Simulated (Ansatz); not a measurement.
# ρ(T) of Lu (P6_3/mmc) in two numbers

Can the computed ρ(T) of Lu (P6_3/mmc) be held by the Bloch–Grüneisen form, and does the fit predict a row it has not seen?

The resistivities were computed with Ansatz 0.2.0 (DFT PBE, scalar-relativistic, plane waves, PAW; PAW set soft_1) from the linearised Boltzmann equation with harmonic phonons, on q 6×6×3, k 18×18×9, scattering 36×36×20; the fit below is done by hand on them.

**Measured values to reproduce.**

“CRC Handbook of Chemistry and Physics, 84th edition, Electrical Resistivity of Pure Metals” (2003, CRC Press, section 12, read from Wikipedia's data page) quotes from earlier work for Lu (bulk crystal): resistivity at 295 K 58.2 μΩ cm.

**1. Computed resistivities**

The structure is hexagonal, space group P6_3/mmc (No. 194). The conventional cell has a = 3.505 Å, b = 3.505 Å, c = 5.463 Å, α = 90.00°, β = 90.00°, γ = 120.00°. Lu on site c has 12 Lu at 3.40 to 3.50 Å as nearest neighbours.

This is the relaxed cell of the run, from steps not shown here.

The mean resistivity of the three axes from 50 to 800 K, with one row held back; the colder rows stay outside the fit and test it at the end:

```csv
T (K),ρ (μΩ cm)
50,4.965
80,10.49
100,?
150,22.27
200,30.36
273,42.08
300,46.42
400,62.52
500,78.73
600,95.02
800,127.7
```

**2. The fit**

Bloch and Grüneisen's form is ρ(T) = A (T/Θ)⁵ J₅(Θ/T), with J₅(z) the integral of x⁵/((eˣ − 1)(1 − e⁻ˣ)) from 0 to z. It goes as T⁵ far below Θ and as A T/(4Θ) far above. For a trial Θ the best A is the geometric mean of ρ/[(T/Θ)⁵ J₅] over the rows, and the scatter of that ratio measures the fit:

```csv
Θ (K),A (μΩ cm),scatter (%)
90,54.06,8.7
120,73.68,4.8
136,84.68,2.5
150,94.65,0.7
164,105.0,2.5
188,123.6,7.0
224,154.1,14.5
```

The scatter is least at Θ = 150 K, with A = 94.65 μΩ cm (0.7 % r.m.s.).

```csv
T (K),computed,fit
50,4.965,4.974
80,10.49,10.45
150,22.27,22.40
200,30.36,30.58
273,42.08,42.35
300,46.42,46.67
400,62.52,62.61
500,78.73,78.48
600,95.02,94.32
800,127.7,126.0
```

**3. The row held back**

At T = 100 K, Θ/T = 1.500, J₅ = 1.120 and (T/Θ)⁵ = 0.1317, so the fit gives 13.96 μΩ cm. The computed value is 13.96 μΩ cm: the fit is off by -0.04 %. Outside its range, at 20 K, it gives 0.381 against 0.342 μΩ cm computed, 1.11 times that; at that temperature the run's own test moves by 3 % between meshes in the component that moves most. Among the rows used, the largest miss is -1.3 %, at 800 K.

**4. What the two numbers mean**

Θ = 150 K is 1.48 times ħω_log/k_B (101 K) and 0.86 of the highest phonon frequency (175 K). The high-temperature slope of the fit, A/(4Θ), is 0.158 μΩ cm/K. The same slope from the run's transport coupling and plasma energy, 2π k_B λ_tr/(ħ ε₀ ω_p²) with λ_tr = 0.587, 0.587, 0.582 (xx, yy, zz) and ħω_p = 3.46, 3.46, 5.15 (xx, yy, zz) eV, is 0.161 μΩ cm/K in the mean of the axes, +2.0 % from it. For comparison, the computed rows rise by 0.163 μΩ cm/K between the two hottest.

**5. What came out**

| Quantity | Value |
| --- | --- |
| Θ | 150 K |
| A | 94.65 μΩ cm |
| scatter of the fit | 0.7 % |
| held-back row at 100 K, fit against computed | 13.96 against 13.96 μΩ cm |

What this shows: Two numbers, Θ = 150 K and A = 94.6 μΩ cm, hold the computed ρ(T) from 50 to 800 K within 0.65 % r.m.s. and predict the held-back row within 0.04 %. By the run's own test the resistivity at 300 K moves by 2 % between its two finest scattering meshes, in the component that moves most. The mean hides an anisotropy: at 300 K the components are 56.9, 56.9, 25.5 (xx, yy, zz) μΩ cm. Spin–orbit coupling is left out. The fit describes the calculation: impurities, thermal expansion, changes of phase and anharmonicity are in neither.

Computed beside measured:

| quantity | measured | q 6×6×3, fine 36×36×20 |
| --- | --- | --- |
| resistivity at 295 K (computed: phonon part alone; the measured value holds the sample's residual resistivity) (μΩ cm) | 58.2 | 45.61 (-21.6 %) |

Measured values from CRC Press, section 12, read from Wikipedia's data page (2003).

Verdict: The resistivity at 295 K is off by -21.6 %: a clear miss.

[Logs are printed without paths, hosts, clocks, repeated set-up lines and the standing remarks that a program may print on its own settings, such as how far it seeks lower states.]

[Hosts, paths, dates, database ids (printed as entryN), source tags and the programs' standing remarks are cut or masked in the printed files.]
